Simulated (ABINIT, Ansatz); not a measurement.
# MgH2 (P-3m1): third-order response, part 2 of 3

Which lines does MgH2 (P-3m1) show in Raman and infrared spectra?

ABINIT 10.8.3; DFT LDA, scalar-relativistic, plane waves, HGH norm-conserving pseudopotentials.

So far. Step 2 (Relaxation): The volume changes by -1.5 % from the cell with which this run began. Step 3 (Ground state): The cell stands at -0.66 GPa: the relaxation ran with a smoothed and higher cutoff, and the difference is a stress of the finite basis. The relaxed cell has a = 2.950, c = 4.185 Å (conventional setting).

The structure was built from a prototype and need not be the compound's stable phase.

## (5) Zone-centre response

The derivative of the wavefunctions by k comes first, since the response to a field is built on it; then the field and the displacements that symmetry doesn't supply are solved at q = 0. By the 2n+1 theorem the first-order wavefunctions also give third derivatives: Raman tensors and the non-linear susceptibility.

It reads the wavefunctions written in step 3.

The input, dfpt_gamma.abi:

```
ndtset 3

# common to the responses
getwfk_filepath "gso_WFK"
kptopt 2
nqpt 1
qpt 0.0 0.0 0.0
asr 0
chneut 0

# d/dk
rfelfd1 2
rfdir1 1 1 1
iscf1 -3
tolwfr1 1.0d-20

# displacements, field
rfphon2 1
rfatpol2 1 3
rfdir2 1 1 1
rfelfd2 3
getddk2 1
tolvrs2 1.0d-10
prepanl2 1
prtden2 1

# third order
optdriver3 5
getden_filepath3 "gso_DEN"
get1den3 2
get1wf3 2
getddk3 1
d3e_pert1_elfd3 1
d3e_pert1_phon3 1
d3e_pert1_atpol3 1 3
d3e_pert1_dir3 1 1 1
d3e_pert2_elfd3 1
d3e_pert2_dir3 1 1 1
d3e_pert3_elfd3 1
d3e_pert3_dir3 1 1 1
usepead3 1
tolvrs3 1.0d-10

# basis, mesh and filling
ecut 35.0
ixc 7
ngkpt 9 9 6
nshiftk 1
shiftk 0.0 0.0 0.0
istwfk *1
occopt 1
nband 2
nstep 100
diemac 9.0
prtebands 0
prtgsr 0

# cell and atoms
acell 3*1.0 Angstrom
rprim 
    2.950060517 0.0 0.0
    -1.475030258 2.55482735 0.0
    0.0 0.0 4.184828019
ntypat 2
znucl 12 1
natom 3
typat 1 2 2
xred 
    0.0 0.0 0.0
    1/3 2/3 0.2220378914
    2/3 1/3 0.7779621086
pp_dirpath "./pseudo"
pseudos "Mg.hgh, H.hgh"
```

Launch:

```sh
> OMP_NUM_THREADS=1 mpirun -n 4 abinit dfpt_gamma.abi > dfpt_gamma.log
```

Numbers of over 12 decimals in the logs are rounded to 6 here.

dfpt_gamma.abo, the main output file:

```text
[banners, grids, parts of the stress and lines that vanish by symmetry left out]
- input  file    -> dfpt_gamma.abi
- output file    -> dfpt_gamma.abo
- root for input  files -> dfpt_gammai
[...]
DATASET    1 : space group P-3 m 1 (#164); Bravais hP (primitive hexag.)
[...]
nfft =       40500          nkpt =         244
[...]
DATASET    2 : space group P-3 m 1 (#164); Bravais hP (primitive hexag.)
[...]
nfft =       40500          nkpt =         244
[...]
DATASET    3 : space group P-3 m 1 (#164); Bravais hP (primitive hexag.)
[...]
mpw =        2126          nfft =       40500          nkpt =         244
[...]
== DATASET  1 ==================================================================
[...]
cutoff_energies: {ecut:  35.0, pawecutdg:  -1.0, }
[...]
Exchange-correlation functional for the present dataset will be:
  LDA: Perdew-Wang 92 LSD fit to Ceperley-Alder data - ixc=7
[...]
-  1.00000   1.00000     10605                znucl, zion, pspdat
[...]
Perturbation : derivative vs k along direction   1
[...]
-ETOT  1  -6.663669     -6.664E+00 3.652E-02 0.000E+00
 ETOT  2  -6.666575     -2.906E-03 5.873E-05 0.000E+00
 ETOT  3  -6.666575     -8.031E-07 1.976E-08 0.000E+00
 ETOT  4  -6.666575     -4.224E-10 1.448E-11 0.000E+00
 ETOT  5  -6.666575     -9.681E-14 2.712E-15 0.000E+00
[...]
At SCF step    7   max residual=  9.93E-21 < tolwfr=  1.00E-20 =>converged.
[...]
Perturbation : derivative vs k along direction   2
[...]
-ETOT  1  -6.663718     -6.664E+00 3.652E-02 0.000E+00
[...]
At SCF step    7   max residual=  9.90E-21 < tolwfr=  1.00E-20 =>converged.
[...]
Perturbation : derivative vs k along direction   3
[...]
-ETOT  1  -2.480374     -2.480E+00 1.988E-02 0.000E+00
[...]
At SCF step    7   max residual=  9.79E-21 < tolwfr=  1.00E-20 =>converged.
[...]
1        1       2.8719240749    0.0000000000
     1        2      -0.9948636826   -0.0000000000
     1        3       0.0000000000    0.0000000000
     2        1      -0.9948636826   -0.0000000000
     2        2       1.7231544452    0.0000000000
     2        3       0.0000000000    0.0000000000
     3        1       0.0000000000    0.0000000000
     3        2       0.0000000000    0.0000000000
     3        3       1.5618790092    0.0000000000
[...]
== DATASET  2 ==================================================================
[...]
cutoff_energies: {ecut:  35.0, pawecutdg:  -1.0, }
[...]
Exchange-correlation functional for the present dataset will be:
  LDA: Perdew-Wang 92 LSD fit to Ceperley-Alder data - ixc=7
[...]
Perturbation : displacement of atom   1   along direction   1
[...]
-ETOT  1   1.562988     -4.220E+00 2.082E-02 2.582E+02
[...]
At SCF step    7       vres2   =  7.10E-11 < tolvrs=  1.00E-10 =>converged.
[...]
Perturbation : displacement of atom   1   along direction   3
[...]
-ETOT  1   5.569512     -8.582E+00 6.973E-02 1.544E+04
[...]
At SCF step    9       vres2   =  2.03E-11 < tolvrs=  1.00E-10 =>converged.
[...]
Perturbation : displacement of atom   2   along direction   1
[...]
-ETOT  1   1.801753     -3.552E+01 8.184E-02 1.988E+03
[...]
At SCF step    8       vres2   =  4.35E-11 < tolvrs=  1.00E-10 =>converged.
[...]
Perturbation : displacement of atom   2   along direction   3
[...]
-ETOT  1   8.283620     -6.670E+01 1.720E-01 3.731E+04
[...]
At SCF step   10       vres2   =  1.38E-11 < tolvrs=  1.00E-10 =>converged.
[...]
Perturbation : homogeneous electric field along direction   1
[...]
-ETOT  1  -89.340285106567     -8.934E+01 1.266E+00 2.540E+03
[...]
At SCF step    9       vres2   =  1.30E-12 < tolvrs=  1.00E-10 =>converged.
[...]
Perturbation : homogeneous electric field along direction   2
[...]
-ETOT  1  -89.341000875653     -8.934E+01 1.266E+00 2.540E+03
[...]
At SCF step    9       vres2   =  1.10E-12 < tolvrs=  1.00E-10 =>converged.
[...]
Perturbation : homogeneous electric field along direction   3
[...]
-ETOT  1  -24.494214034279     -2.449E+01 1.579E-01 1.068E+04
[...]
ETOT  8  -26.269432092944     -3.769E-12 1.066E-14 2.508E-10
 ETOT  9  -26.269432092944      0.000E+00 5.413E-17 6.510E-12
 At SCF step    9       vres2   =  6.51E-12 < tolvrs=  1.00E-10 =>converged.
[...]
Dielectric tensor, in cartesian coordinates,
[...]
1    5   1    5         4.1483534682        -0.0000000000
   1    5   2    5         0.0000000006        -0.0000000000
   1    5   3    5        -0.0000000000        -0.0000000000
   2    5   1    5         0.0000000006        -0.0000000000
   2    5   2    5         4.1483534672        -0.0000000000
   2    5   3    5        -0.0000000000        -0.0000000000
   3    5   1    5        -0.0000000000        -0.0000000000
   3    5   2    5        -0.0000000000        -0.0000000000
   3    5   3    5         3.4568977242        -0.0000000000
  Effective charges, in cartesian coordinates,
[...]
1    1   1    5         1.9292851221         0.0000000000
   2    1   1    5         0.0000000000         0.0000000000
   3    1   1    5         0.0000000000         0.0000000000
   1    2   1    5        -0.9645594394         0.0000000000
   2    2   1    5        -0.0000000000         0.0000000000
[...]
Effective charges, in cartesian coordinates,
[...]
2    5   1    3         0.0000000000         0.0000000000
   3    5   1    3         0.0000000000         0.0000000000
   1    5   2    3        -0.0000000000         0.0000000000
   2    5   2    3        -0.9645594420         0.0000000000
   3    5   2    3         0.0000000000         0.0000000000
   1    5   3    3         0.0000000000         0.0000000000
   2    5   3    3         0.0000000000         0.0000000000
   3    5   3    3        -0.6095880228         0.0000000000
  Phonon wavevector (reduced coordinates) :  0.00000  0.00000  0.00000
 Phonon energies in Hartree :
[...]
Phonon frequencies in cm-1    :
- -1.235371E-01 -1.235355E-01 -2.963096E-02  8.274858E+02  8.428763E+02
-  8.428763E+02  1.030679E+03  1.098102E+03  1.098102E+03
  Phonon at Gamma, with non-analyticity in the
[...]
Phonon energies in Hartree :
[...]
Phonon frequencies in cm-1    :
- -1.235371E-01 -1.227599E-01 -2.963097E-02  8.274858E+02  8.428763E+02
-  1.030679E+03  1.098102E+03  1.098102E+03  1.209258E+03
  Phonon at Gamma, with non-analyticity in the
[...]
Phonon energies in Hartree :
[...]
Phonon frequencies in cm-1    :
- -1.235355E-01 -1.227615E-01 -2.963097E-02  8.274858E+02  8.428763E+02
-  1.030679E+03  1.098102E+03  1.098102E+03  1.209258E+03
  Phonon at Gamma, with non-analyticity in the
[...]
Phonon energies in Hartree :
[...]
Phonon frequencies in cm-1    :
- -1.235371E-01 -1.235355E-01  2.176597E-01  8.428763E+02  8.428763E+02
-  1.022253E+03  1.030679E+03  1.098102E+03  1.098102E+03
[...]
== DATASET  3 ==================================================================
[...]
cutoff_energies: {ecut:  35.0, pawecutdg:  -1.0, }
[...]
Exchange-correlation functional for the present dataset will be:
  LDA: Perdew-Wang 92 LSD fit to Ceperley-Alder data - ixc=7
[...]
j1 : displacement of atom   2 along direction   1
[...]
j1 : displacement of atom   2 along direction   3
[...]
j1 : displacement of atom   2 along direction   3
[...]
j2 : displacement of atom   2 along direction   1
[...]
j2 : displacement of atom   2 along direction   3
[...]
j2 : displacement of atom   2 along direction   1
[...]
j2 : displacement of atom   2 along direction   3
[...]
j2 : displacement of atom   2 along direction   1
[...]
j2 : displacement of atom   2 along direction   3
[...]
j2 : displacement of atom   2 along direction   3
[...]
1          1       -0.000000000       -0.000000000       -0.000000000
[...]
1          2       -0.000000000       -0.000000000       -0.000000000
[...]
1          3       -0.000000000       -0.000000000       -0.000000000
[...]
2          1        0.000000000       -0.004288885        0.006150829
[...]
2          2       -0.004288885       -0.000000000        0.000000000
[...]
2          3        0.030589163        0.000000000        0.000000000
[...]
3          1        0.000000000        0.004288885       -0.006150829
[...]
3          2        0.004288885       -0.000000000       -0.000000000
[...]
3          3       -0.030589163       -0.000000000       -0.000000000
[...]
strten2     0.0000000000E+00  0.0000000000E+00  0.0000000000E+00
           strten3     0.0000000000E+00  0.0000000000E+00  0.0000000000E+00
================================================================================
```

The job ended after 60 s (4 MPI ranks of Arm Neoverse V1, shared host).

This step gave:

- miss of the charge sum rule: 0.002072 e
- largest acoustic frequency at the zone centre before the sum rule: -0.12 cm⁻¹
- highest optical zone-centre mode (no LO-TO term): 1098 cm⁻¹
- lowest optical zone-centre mode: 827.5 cm⁻¹
- mean high-frequency dielectric constant: 3.918
- largest Born charge in size (third of the trace): 1.692 e

Born charge (rows field, columns displacement), before the sum rule (e), principal values of the symmetric part by kind of site:

| atom | atoms with these values | low | middle | high | mean |
| --- | --- | --- | --- | --- | --- |
| Mg1 | 1 | 1.22 | 1.93 | 1.93 | 1.69 |
| H2 | 2 | -0.96 | -0.96 | -0.61 | -0.85 |

In full for H2:

```
-0.96  0.00  0.00
 0.00 -0.96  0.00
 0.00  0.00 -0.61
```

High-frequency dielectric tensor:

```
4.15 0.00 0.00
0.00 4.15 0.00
0.00 0.00 3.46
```

The acoustic modes at Γ come out as far as 0.1 cm⁻¹ from zero, where they should vanish, a small numerical error; the Born charges miss their sum rule by 0.0021 e, which is good.

## (6) Zone-centre analysis

anaddb reads the merged derivatives, imposes the acoustic sum rule and charge neutrality, and adds the LO-TO term along chosen directions.

The input, anaddb.abi:

```
ddb_filepath "gamma_DDB"
output_file "anaddb.abo"
outdata_prefix "anaddb"
asr 1
chneut 1
enunit 2
eivec 1
nph1l 1
qph1l 0.0 0.0 0.0 1.0
dieflag 1
nph2l 3
qph2l 
    1.0 0.0 0.0 0.0
    0.0 0.0 1.0 0.0
    1.0 1.0 1.0 0.0
nlflag 1
ramansr 1
alphon 1
prtmbm 1
```

The input, mrgddb.in:

```
gamma_DDB
merged
3
dfpt_gammao_DS2_DDB
dfpt_gammao_DS3_DDB
gso_DDB
```

Launch:

```sh
> mrgddb < mrgddb.in > mrgddb.log
> OMP_NUM_THREADS=1 anaddb anaddb.abi > anaddb.log
```

anaddb.abo, the main output file:

```text
[banners, grids, parts of the stress and lines that vanish by symmetry left out]
-outvars_anaddb: echo values of input variables ----------------------

 Flags :
[...]
Dielectric Tensor and Effective Charges
[...]
Effective charge tensors after
[...]
1          1       -0.000000000        0.000000000       -0.000000000
[...]
1          2       -0.000000000        0.000000000       -0.000000000
[...]
1          3        0.000000000       -0.000000000        0.000000000
[...]
2          1        0.000000000       -0.004288885        0.006150829
[...]
2          2       -0.004288885       -0.000000000        0.000000000
[...]
2          3        0.030589163        0.000000000        0.000000000
[...]
3          1        0.000000000        0.004288885       -0.006150829
[...]
3          2        0.004288885       -0.000000000       -0.000000000
[...]
3          3       -0.030589163       -0.000000000       -0.000000000
[...]
Phonon wavevector (reduced coordinates) :  0.00000  0.00000  0.00000
 Phonon energies in Hartree :
[...]
Phonon energies in meV     :
-  0.000000E+00  0.000000E+00  0.000000E+00  1.025952E+02  1.045034E+02
-  1.045034E+02  1.277879E+02  1.361474E+02  1.361474E+02
 Phonon frequencies in cm-1    :
-  0.000000E+00  0.000000E+00  0.000000E+00  8.274858E+02  8.428764E+02
-  8.428764E+02  1.030679E+03  1.098103E+03  1.098103E+03
 Phonon frequencies in Thz     :
-  0.000000E+00  0.000000E+00  0.000000E+00  2.480740E+01  2.526880E+01
-  2.526880E+01  3.089898E+01  3.292029E+01  3.292029E+01
 Phonon energies in Kelvin  :
-  0.000000E+00  0.000000E+00  0.000000E+00  1.190567E+03  1.212711E+03
-  1.212711E+03  1.482917E+03  1.579925E+03  1.579925E+03
[...]
-  1  0.00000000E+00 -1.11257969E-06 -4.56530432E-03
-     0.00000000E+00  0.00000000E+00  0.00000000E+00
-  2  0.00000000E+00 -1.11257960E-06 -4.56530443E-03
-     0.00000000E+00  0.00000000E+00  0.00000000E+00
-  3  0.00000000E+00 -1.11257960E-06 -4.56530443E-03
-     0.00000000E+00  0.00000000E+00  0.00000000E+00
[...]
-  1  0.00000000E+00  4.56530436E-03 -1.11257902E-06
-     0.00000000E+00  0.00000000E+00  0.00000000E+00
-  2  0.00000000E+00  4.56530399E-03 -1.11257905E-06
-     0.00000000E+00  0.00000000E+00  0.00000000E+00
-  3  0.00000000E+00  4.56530399E-03 -1.11257905E-06
-     0.00000000E+00  0.00000000E+00  0.00000000E+00
[...]
-  1  4.56530449E-03  0.00000000E+00  0.00000000E+00
-     0.00000000E+00  0.00000000E+00  0.00000000E+00
-  2  4.56530412E-03  0.00000000E+00  0.00000000E+00
-     0.00000000E+00  0.00000000E+00  0.00000000E+00
-  3  4.56530412E-03  0.00000000E+00  0.00000000E+00
-     0.00000000E+00  0.00000000E+00  0.00000000E+00
[...]
-  1  1.19222114E-03  5.54314304E-04  0.00000000E+00
-     0.00000000E+00  0.00000000E+00  0.00000000E+00
[...]
-     0.00000000E+00  0.00000000E+00  0.00000000E+00
[...]
-     0.00000000E+00  0.00000000E+00  0.00000000E+00
[...]
-     0.00000000E+00  0.00000000E+00  0.00000000E+00
[...]
-     0.00000000E+00  0.00000000E+00  0.00000000E+00
[...]
-     1         -0.000000     0.000000     0.000000     0.000000
-     2         -0.000000     0.000000    -0.000000     0.000000
-     3          0.000000    -0.000000    -0.000000     0.000000
[...]
-     5          1.474783    -0.000000    -0.000000     1.474783
-     6         -0.000000    -1.474783     0.000000     1.474783
[...]
-     8          0.000000     0.000000    -0.000000     0.000000
-     9         -0.000000    -0.000000     0.000000     0.000000
[...]
-   1     Real    0.0000E+00  0.0000E+00  0.0000E+00  0.0000E+00  0.0000E+00  0.0000E+00  0.0000E+00
[...]
-   2     Real    0.0000E+00  0.0000E+00  0.0000E+00  0.0000E+00  0.0000E+00  0.0000E+00  0.0000E+00
[...]
-   3     Real    0.0000E+00  0.0000E+00  0.0000E+00  0.0000E+00  0.0000E+00  0.0000E+00  0.0000E+00
[...]
-   5     Real    1.0969E-03  0.0000E+00  0.0000E+00  0.0000E+00  0.0000E+00  0.0000E+00  1.0969E-03
[...]
-   6     Real    0.0000E+00  1.0969E-03  0.0000E+00  0.0000E+00  0.0000E+00  0.0000E+00  1.0969E-03
[...]
-   8     Real    0.0000E+00  0.0000E+00  0.0000E+00  0.0000E+00  0.0000E+00  0.0000E+00  0.0000E+00
[...]
-   9     Real    0.0000E+00  0.0000E+00  0.0000E+00  0.0000E+00  0.0000E+00  0.0000E+00  0.0000E+00
[...]
Phonon at Gamma, with non-analyticity in the
[...]
Phonon energies in Hartree :
[...]
Phonon energies in meV     :
-  0.000000E+00  0.000000E+00  0.000000E+00  1.025952E+02  1.045034E+02
[...]
Phonon frequencies in cm-1    :
-  0.000000E+00  0.000000E+00  0.000000E+00  8.274858E+02  8.428764E+02
[...]
Phonon frequencies in Thz     :
-  0.000000E+00  0.000000E+00  0.000000E+00  2.480740E+01  2.526880E+01
[...]
Phonon energies in Kelvin  :
-  0.000000E+00  0.000000E+00  0.000000E+00  1.190567E+03  1.212711E+03
[...]
Phonon at Gamma, with non-analyticity in the
[...]
Phonon energies in Hartree :
[...]
Phonon energies in meV     :
-  0.000000E+00  0.000000E+00  0.000000E+00  1.045034E+02  1.045034E+02
[...]
Phonon frequencies in cm-1    :
-  0.000000E+00  0.000000E+00  0.000000E+00  8.428764E+02  8.428764E+02
[...]
Phonon frequencies in Thz     :
-  0.000000E+00  0.000000E+00  0.000000E+00  2.526880E+01  2.526880E+01
[...]
Phonon energies in Kelvin  :
-  0.000000E+00  0.000000E+00  0.000000E+00  1.212711E+03  1.212711E+03
[...]
-  2  6.95232448E-03 -1.49597604E-02  0.00000000E+00
[...]
-  3 -6.95232448E-03  1.49597604E-02  0.00000000E+00
[...]
-         0.000000000      -0.000000000      -0.000000000
-        -0.000000000      -0.000000000       0.000000000
[...]
-         0.000000000      -0.000000000       0.000000000
-        -0.000000000      -0.000000000      -0.000000000
-         0.000000000      -0.000000000      -0.000000000
[...]
-         0.000000000       0.000000000      -0.000000000
[...]
Phonon at Gamma, with non-analyticity in the
[...]
Phonon energies in Hartree :
[...]
Phonon energies in meV     :
-  0.000000E+00  0.000000E+00  0.000000E+00  1.029042E+02  1.045034E+02
-  1.277879E+02  1.361474E+02  1.361474E+02  1.436742E+02
 Phonon frequencies in cm-1    :
-  0.000000E+00  0.000000E+00  0.000000E+00  8.299780E+02  8.428764E+02
-  1.030679E+03  1.098103E+03  1.098103E+03  1.158811E+03
 Phonon frequencies in Thz     :
-  0.000000E+00  0.000000E+00  0.000000E+00  2.488212E+01  2.526880E+01
-  3.089898E+01  3.292029E+01  3.292029E+01  3.474027E+01
 Phonon energies in Kelvin  :
-  0.000000E+00  0.000000E+00  0.000000E+00  1.194153E+03  1.212711E+03
-  1.482917E+03  1.579925E+03  1.579925E+03  1.667270E+03
[...]
-  2  6.95232445E-03 -1.49597605E-02  0.00000000E+00
[...]
-  3 -6.95232445E-03  1.49597605E-02  0.00000000E+00
[...]
-        -0.000870037      -0.001872114      -0.002684860
-         0.001247748      -0.002684860       0.000000000
[...]
Direction                     Dielectric constant
[...]
0.00000   0.00000   1.00000      5.27207367
   1.00000   1.00000   1.00000      7.45004801
-
```

It took 0.68 s on 1 thread.

Numbers from this step:

* mean static dielectric constant: 7.450
* highest mode moved by the LO-TO term: 1209 cm⁻¹

No LO-TO term; unit eigenvectors of the mass-weighted matrix, from anaddb's displacements. Modes at Γ, with each element's share of the kinetic energy:

| mode | frequency (cm⁻¹) | Mg % | H % |
| --- | --- | --- | --- |
| 1 | 0.0 | 92 | 8 |
| 2 | 0.0 | 92 | 8 |
| 3 | 0.0 | 92 | 8 |
| 4 | 827.5 | 8 | 92 |
| 5 | 842.9 | 8 | 92 |
| 6 | 842.9 | 8 | 92 |
| 7 | 1030.7 | 0 | 100 |
| 8 | 1098.1 | 0 | 100 |
| 9 | 1098.1 | 0 | 100 |

Displacements in mode 4 (827.5 cm⁻¹), the largest set to 1:
```
Mg1  0.00  0.00  0.08
H2   0.00  0.00 -1.00
H3   0.00  0.00 -1.00
```

Displacements in mode 6 (842.9 cm⁻¹), the largest set to 1:
```
Mg1  0.04 -0.08  0.00
H2  -0.47  1.00  0.00
H3  -0.47  1.00  0.00
```

From anaddb's Raman susceptibilities, degenerate modes summed; transverse modes, the longitudinal lines of polar modes are not listed. Raman lines, with heights relative to the strongest:

| position (cm⁻¹) | lines merged | Raman activity (Å⁴/amu), powder, relative |
| --- | --- | --- |
| 827 | 1 | 0.0 |
| 843 | 2 | 0.0 |
| 1031 | 1 | 100 |
| 1098 | 2 | 3.7 |

Static dielectric tensor (ions relaxed, fixed cell):

```
8.54 0.00 0.00
0.00 8.54 0.00
0.00 0.00 5.27
```

The rule moves no optical mode by more than 0.1 cm⁻¹.

(Part 2 of 3 ends here.)

[Host names and launcher messages were left out of these logs when they were recorded.]

[Logs are printed without paths, hosts, clocks, repeated set-up lines and the standing remarks that a program may print on its own settings, such as how far it seeks lower states.]

[Hosts, paths, dates, database ids (printed as entryN), source tags and the programs' standing remarks are cut or masked in the printed files.]
